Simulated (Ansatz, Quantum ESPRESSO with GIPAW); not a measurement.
# Shieldings and field gradients in SiO2 (Quartz)

The task is to compute the NMR parameters of SiO2 (Quartz) site by site.

Calculated with Quantum ESPRESSO with GIPAW 8.0dev (patched build); DFT, PBE, plane-wave PAW (pslibrary 1.0.0 recipes), scalar-relativistic, GIPAW; a patched development version of the program.

**1. Starting point**

The structure is trigonal, space group P3_121 (No. 152). Conventional cell: a = 4.916 Å, b = 4.916 Å, c = 5.409 Å, α = 90.00°, β = 90.00°, γ = 120.00°. Si has 4 O at 1.62 to 1.63 Å nearest. Nearest to O lie 2 Si at 1.62 to 1.63 Å. Farther neighbours and most contacts between anions are not listed.

The cell is an entry of the Crystallography Open Database.

This structure had its atoms relaxed beforehand (DFT, PBE, plane-wave PAW, default files (PAW set soft_2), scalar-relativistic, Ansatz), starting from the database entry, since shieldings follow bond lengths closely.

**2. The SCF step**

The shielding is a linear response of the occupied states, which this run provides. It is converged far beyond what an energy needs, since the response uses the wavefunctions themselves. No empty states are asked for: the response is solved without them. The mesh has a spacing of 0.50 Å⁻¹ at most. The PAW files were made with ld1.x from the pslibrary 1.0.0 recipes, with GIPAW reconstruction switched on.

Input file scf.in:

```
&control
  calculation = 'scf'
  prefix = 'x'
  outdir = './tmp/'
  pseudo_dir = './'
/
&system
  ibrav = 0
  nat = 9
  ntyp = 2
  ecutwfc = 55
  ecutrho = 330
  nbnd = 24
/
&electrons
  conv_thr = 1.0d-10
  mixing_beta = 0.7
  electron_maxstep = 100
/
ATOMIC_SPECIES
  Si 28.085 Si.pbe-n-kjpaw_psl.1.0.0-gipaw.UPF
  O 15.999 O.pbe-n-kjpaw_psl.1.0.0-gipaw.UPF
CELL_PARAMETERS angstrom
  4.91580000 0.00000000 0.00000000
  -2.45790000 4.25720768 0.00000000
  0.00000000 0.00000000 5.40910000
ATOMIC_POSITIONS crystal
  Si 0.46579932 0.46579932 0.00000000
  Si 0.00000000 0.53420068 0.66666667
  Si 0.53420068 -0.00000000 0.33333333
  O 0.86414484 0.27424362 0.44611848
  O 0.72575638 0.58990122 0.77945182
  O 0.41009878 0.13585516 0.11278515
  O 0.27424362 0.86414484 0.55388152
  O 0.58990122 0.72575638 0.22054818
  O 0.13585516 0.41009878 0.88721485
K_POINTS automatic
  3 3 3 0 0 0
```

On the command line:

```sh
mpirun -np 8 pw.x -nk 8 -in scf.in > scf.out
```

Log:

```text
using ibrav=0 with symmetry is DISCOURAGED, use correct ibrav instead

     suboptimal parallelization: some nodes have no k-points

     bravais-lattice index     =            0
     lattice parameter (alat)  =       9.2895  a.u.
     unit-cell volume          =     763.9073 (a.u.)^3
     number of atoms/cell      =            9
     number of atomic types    =            2
     number of electrons       =        48.00
     number of Kohn-Sham states=           24
     kinetic-energy cutoff     =      55.0000  Ry
     charge density cutoff     =     330.0000  Ry
     scf convergence threshold =      1.0E-10
     mixing beta               =       0.7000
     number of iterations used =            8  plain     mixing
     Exchange-correlation= SLA-PW-PBX-PBC
                           (   1   4   3   4   0   0   0)
[...]
Si                4.00    28.08500     Si( 1.00)
     O                 6.00    15.99900     O ( 1.00)

      6 Sym. Ops. (no inversion) found ( 4 have fractional translation)
[...]
number of k points=     7
[...]
Dense  grid:    77219 G-vectors     FFT dimensions: (  54,  54,  60)

     Smooth grid:    41989 G-vectors     FFT dimensions: (  45,  45,  54)

     Check: negative core charge=   -0.000003

     Initial potential from superposition of free atoms

     starting charge      47.9983, renormalised to      48.0000
     Starting wfcs are   36 randomized atomic wfcs

     Self-consistent Calculation

     iteration #  1     ecut=    55.00 Ry     beta= 0.70
     Davidson diagonalization with overlap
     ethr =  1.00E-02,  avg # of iterations =  2.0

     total energy              =    -389.06301677 Ry
     estimated scf accuracy    <       2.89308761 Ry

     iteration #  2     ecut=    55.00 Ry     beta= 0.70
     Davidson diagonalization with overlap
     ethr =  6.03E-03,  avg # of iterations =  6.1

     total energy              =    -390.90177900 Ry
     estimated scf accuracy    <       0.98125450 Ry

     iteration #  3     ecut=    55.00 Ry     beta= 0.70
     Davidson diagonalization with overlap
     ethr =  2.04E-03,  avg # of iterations =  3.3

     total energy              =    -390.88589732 Ry
     estimated scf accuracy    <       0.31181230 Ry

[...]
c_bands: 4 eigenvalues not converged on the other pools
[...]
total energy              =    -391.13748014 Ry
[...]
iteration # 28     ecut=    55.00 Ry     beta= 0.70
     Davidson diagonalization with overlap
     ethr =  2.16E-12,  avg # of iterations =  6.4

     total energy              =    -391.13748014 Ry
     estimated scf accuracy    <          6.1E-10 Ry

     iteration # 29     ecut=    55.00 Ry     beta= 0.70
     Davidson diagonalization with overlap
     ethr =  1.27E-12,  avg # of iterations =  2.0

     End of self-consistent calculation
     [one-electron energies left out]

!    total energy              =    -391.13748014 Ry
     total all-electron energy =     -2644.256398 Ry
     estimated scf accuracy    <          6.8E-11 Ry

     The total energy is the sum of the following terms:
     one-electron contribution =     -98.35239894 Ry
     hartree contribution      =      76.64964078 Ry
     xc contribution           =     -64.47834683 Ry
     ewald contribution        =    -140.81953124 Ry
     one-center paw contrib.   =    -164.13684391 Ry

     convergence has been achieved in  29 iterations
[...]
JOB DONE.
```

Run time: 22 s. Hardware: 8 MPI ranks of Arm Neoverse V2, shared host; peak memory 1.2 GiB; 3 min of CPU time.

It converged in 29 cycles to an estimated accuracy of 7e-11 Ry, on 7 irreducible k-points.

**3. GIPAW: job nmr**

A uniform field breaks periodicity, so gipaw.x applies it as a wave of small q and takes the limit. It solves for the first-order states, builds the induced current and gets the field at each nucleus by Biot–Savart; the PAW spheres add what the smooth waves miss near the nuclei. pawproj makes the reconstruction use the PAW data sets' own projectors.

Input file nmr.in:

```
&inputgipaw
  job = 'nmr'
  prefix = 'x'
  tmp_dir = './tmp/'
  restart_mode = 'from_scratch'
  verbosity = 'low'
  q_gipaw = 0.01
  spline_ps = .true.
  conv_threshold = 1.0d-14
  use_nmr_macroscopic_shape = .false.
  pawproj(1) = .true.
  pawproj(2) = .true.
/
```

On the command line:

```sh
mpirun -np 8 gipaw.x -in nmr.in > nmr.out
```

Log:

```text
[banner, memory and clock lines left out]
[a note of our patched build left out]

     Parallelizing q-star over 1 images

     IMPORTANT: XC functional enforced from input :
     Exchange-correlation= PBE
                           (   1   4   3   4   0   0   0)
     Any further DFT definition will be discarded
     Please, verify this is what you really want

     Check: negative core charge=   -0.000003
[...]
WARNING: some symmetry operations do not permute x, y and z, so the susceptibility and the shape term are
     wrong: all shieldings move alike (in wurtzite BN nosym gave 13 and 6 ppm more at 3 and 6 points an axis).
     Run pw.x with nosym, and raise the mesh until the susceptibility stays

     alpha_pv=     38.6428 eV

     spline_ps is .false., expect some extrapolation errors

     q-space interpolation up to    66.00 Rydberg

     GIPAW job: nmr
     NMR macroscopic correction: no
[...]
Computing the magnetic susceptibility     isolve=0    ethr=  0.1000E-13
     Starting from scratch
     k-point #    1 of     7      pool #  1    cpu time:       0.6
[...]
End of magnetic susceptibility calculation

     f-sum rule (1st term):
           -45.2444          0.0000          0.0000
            -0.0000        -45.2444         -0.0000
             0.0000          0.0000        -45.2409

     f-sum rule (2nd term):
            -1.0380          0.0000          0.0000
             0.0000         -1.0380         -0.0000
             0.0000          0.0000         -1.0361

     f-sum rule (should be   -46.2736):
           -46.2823          0.0000          0.0000
            -0.0000        -46.2823         -0.0000
             0.0000          0.0000        -46.2770

[... susceptibilities left out ...]
     Contributions to the NMR chemical shifts: -------------------------------

     Macroscopic shape contribution in ppm:                    0.00
             0.0000          0.0000          0.0000
             0.0000          0.0000          0.0000
             0.0000          0.0000          0.0000

     Core contribution in ppm:

     Atom  1  Si  pos: (  0.232900  0.403394  0.000000)  core sigma:         837.79
     Atom  2  Si  pos: ( -0.267100  0.462631  0.733567)  core sigma:         837.79
     Atom  3  Si  pos: (  0.534201  0.000000  0.366783)  core sigma:         837.79
     Atom  4  O   pos: (  0.727023  0.237502  0.490886)  core sigma:         271.07
     Atom  5  O   pos: (  0.430806  0.510869  0.857670)  core sigma:         271.07
     Atom  6  O   pos: (  0.342171  0.117654  0.124103)  core sigma:         271.07
     Atom  7  O   pos: ( -0.157829  0.748371  0.609463)  core sigma:         271.07
     Atom  8  O   pos: (  0.227023  0.628523  0.242680)  core sigma:         271.07
     Atom  9  O   pos: ( -0.069194  0.355156  0.976247)  core sigma:         271.07

     Bare contribution in ppm:

     Atom  1  Si  pos: (  0.232900  0.403394  0.000000)  bare sigma:         -27.14
[...]
Atom  2  Si  pos: ( -0.267100  0.462631  0.733567)  bare sigma:         -27.14
[...]
Atom  3  Si  pos: (  0.534201  0.000000  0.366783)  bare sigma:         -27.14
[...]
Atom  4  O   pos: (  0.727023  0.237502  0.490886)  bare sigma:          58.19
[...]
Atom  5  O   pos: (  0.430806  0.510869  0.857670)  bare sigma:          58.19
[...]
Atom  6  O   pos: (  0.342171  0.117654  0.124103)  bare sigma:          58.19
[...]
Atom  7  O   pos: ( -0.157829  0.748371  0.609463)  bare sigma:          58.19
[...]
Atom  8  O   pos: (  0.227023  0.628523  0.242680)  bare sigma:          58.19
[...]
Atom  9  O   pos: ( -0.069194  0.355156  0.976247)  bare sigma:          58.19
[...]
Diamagnetic contribution in ppm:

     Atom  1  Si  pos: (  0.232900  0.403394  0.000000)  dia sigma:           1.93
[...]
Atom  2  Si  pos: ( -0.267100  0.462631  0.733567)  dia sigma:           1.93
[...]
Atom  3  Si  pos: (  0.534201  0.000000  0.366783)  dia sigma:           1.93
[...]
Atom  4  O   pos: (  0.727023  0.237502  0.490886)  dia sigma:          18.27
[...]
Atom  5  O   pos: (  0.430806  0.510869  0.857670)  dia sigma:          18.27
[...]
Atom  6  O   pos: (  0.342171  0.117654  0.124103)  dia sigma:          18.27
[...]
Atom  7  O   pos: ( -0.157829  0.748371  0.609463)  dia sigma:          18.27
[...]
Atom  8  O   pos: (  0.227023  0.628523  0.242680)  dia sigma:          18.27
[...]
Atom  9  O   pos: ( -0.069194  0.355156  0.976247)  dia sigma:          18.27
[...]
Paramagnetic contribution in ppm:

     Atom  1  Si  pos: (  0.232900  0.403394  0.000000)  para sigma:        -381.88
[...]
Atom  2  Si  pos: ( -0.267100  0.462631  0.733567)  para sigma:        -381.88
[...]
Atom  3  Si  pos: (  0.534201  0.000000  0.366783)  para sigma:        -381.88
[...]
Atom  4  O   pos: (  0.727023  0.237502  0.490886)  para sigma:          62.02
[...]
Atom  5  O   pos: (  0.430806  0.510869  0.857670)  para sigma:          62.02
[...]
Atom  6  O   pos: (  0.342171  0.117654  0.124103)  para sigma:          62.02
[...]
Atom  7  O   pos: ( -0.157829  0.748371  0.609463)  para sigma:          62.02
[...]
Atom  8  O   pos: (  0.227023  0.628523  0.242680)  para sigma:          62.02
[...]
Atom  9  O   pos: ( -0.069194  0.355156  0.976247)  para sigma:          62.02
[...]
Paramagnetic US occ-occ contribution in ppm:

     Atom  1  Si  pos: (  0.232900  0.403394  0.000000)  para_oo sigma:          -3.40
[...]
Atom  2  Si  pos: ( -0.267100  0.462631  0.733567)  para_oo sigma:          -3.40
[...]
Atom  3  Si  pos: (  0.534201  0.000000  0.366783)  para_oo sigma:          -3.40
[...]
Atom  4  O   pos: (  0.727023  0.237502  0.490886)  para_oo sigma:          -2.10
[...]
Atom  5  O   pos: (  0.430806  0.510869  0.857670)  para_oo sigma:          -2.10
[...]
Atom  6  O   pos: (  0.342171  0.117654  0.124103)  para_oo sigma:          -2.10
[...]
Atom  7  O   pos: ( -0.157829  0.748371  0.609463)  para_oo sigma:          -2.10
[...]
Atom  8  O   pos: (  0.227023  0.628523  0.242680)  para_oo sigma:          -2.10
[...]
Atom  9  O   pos: ( -0.069194  0.355156  0.976247)  para_oo sigma:          -2.10
[...]
Paramagnetic US L_R Q_R contribution in ppm:

     Atom  1  Si  pos: (  0.232900  0.403394  0.000000)  para_lq sigma:           1.12
[...]
Atom  2  Si  pos: ( -0.267100  0.462631  0.733567)  para_lq sigma:           1.12
[...]
Atom  3  Si  pos: (  0.534201  0.000000  0.366783)  para_lq sigma:           1.12
[...]
Atom  4  O   pos: (  0.727023  0.237502  0.490886)  para_lq sigma:        -202.61
[...]
Atom  5  O   pos: (  0.430806  0.510869  0.857670)  para_lq sigma:        -202.61
[...]
Atom  6  O   pos: (  0.342171  0.117654  0.124103)  para_lq sigma:        -202.61
[...]
Atom  7  O   pos: ( -0.157829  0.748371  0.609463)  para_lq sigma:        -202.61
[...]
Atom  8  O   pos: (  0.227023  0.628523  0.242680)  para_lq sigma:        -202.61
[...]
Atom  9  O   pos: ( -0.069194  0.355156  0.976247)  para_lq sigma:        -202.61
[...]
Total NMR chemical shifts in ppm: ---------------------------------------
     (adopting the Simpson convention for anisotropy and asymmetry)-----------

     Atom  1  Si  pos: (  0.232900  0.403394  0.000000)  Total sigma:         428.43
           429.8740         -0.2854         -7.8923
            -0.2854        429.5444          4.5566
            12.8892         -7.4416        425.8647

     Si      1    anisotropy:     -6.06    eta:    0.5284
[...]
Atom  2  Si  pos: ( -0.267100  0.462631  0.733567)  Total sigma:         428.43
[... its tensor is left out ...]
     Atom  3  Si  pos: (  0.534201  0.000000  0.366783)  Total sigma:         428.43
[... its tensor is left out ...]
     Atom  4  O   pos: (  0.727023  0.237502  0.490886)  Total sigma:         204.83
           190.1864         19.8092         13.0650
            21.1392        217.8701         31.1202
            11.9286         31.6279        206.4469

     O       4    anisotropy:     72.29    eta:    0.1382
[...]
Atom  5  O   pos: (  0.430806  0.510869  0.857670)  Total sigma:         204.83
[... its tensor is left out ...]
     Atom  6  O   pos: (  0.342171  0.117654  0.124103)  Total sigma:         204.83
[... its tensor is left out ...]
     Atom  7  O   pos: ( -0.157829  0.748371  0.609463)  Total sigma:         204.83
[... its tensor is left out ...]
     Atom  8  O   pos: (  0.227023  0.628523  0.242680)  Total sigma:         204.83
[... its tensor is left out ...]
     Atom  9  O   pos: ( -0.069194  0.355156  0.976247)  Total sigma:         204.83
[... its tensor is left out ...]
```

The job ended after 96 s (8 MPI ranks; peak memory 0.66 GiB; 13 min of CPU time).

The f-sum rule is met to 0.0087 of 46.3 (0.02 %). Converged shieldings require that this miss be small, but a small miss does not prove them. gipaw.x warns that with these symmetry operations the susceptibility and the shape term are unreliable; the other terms are not touched.

From the symmetric part of each tensor, with principal values σ11 ≤ σ22 ≤ σ33: σ_iso is their mean, the span is σ33 − σ11 and the skew 3(σ_iso − σ22)/span. (gipaw.x prints an anisotropy in another convention.)

| site | atom no. | atoms in cell | σ_iso (ppm) | span (ppm) | skew |
| --- | --- | --- | --- | --- | --- |
| Si | 1 | 3 | 428.4 | 7.1 | -0.40 |
| O | 4 | 6 | 204.8 | 75.6 | 0.82 |

The macroscopic shape term is switched off. For a spherical sample the valence susceptibility of this run would add about 8 ppm to every site, a rough estimate, since the susceptibility converges slowly and lacks part of the PAW terms, above all in hexagonal and trigonal cells. Differences within the crystal don't depend on it, but shieldings of different compounds can't be compared to better than a few ppm without it.

In this run the largest span is that of O (site symmetry 1), with principal values 177.4, 184.1 and 253.0 ppm.

(Continued in part 2 of 2.)

[Banner, clock, file and message-heading lines were taken out of the pw.x and gipaw.x logs.]

[Logs are printed without paths, hosts, clocks, repeated set-up lines and the standing remarks that a program may print on its own settings, such as how far it seeks lower states.]

[Hosts, paths, dates, database ids (printed as entryN), source tags and the programs' standing remarks are cut or masked in the printed files.]

[Where no reference line passes its bar on scatter, no shift is given, so a measured shift of this compound may stand uncompared.]
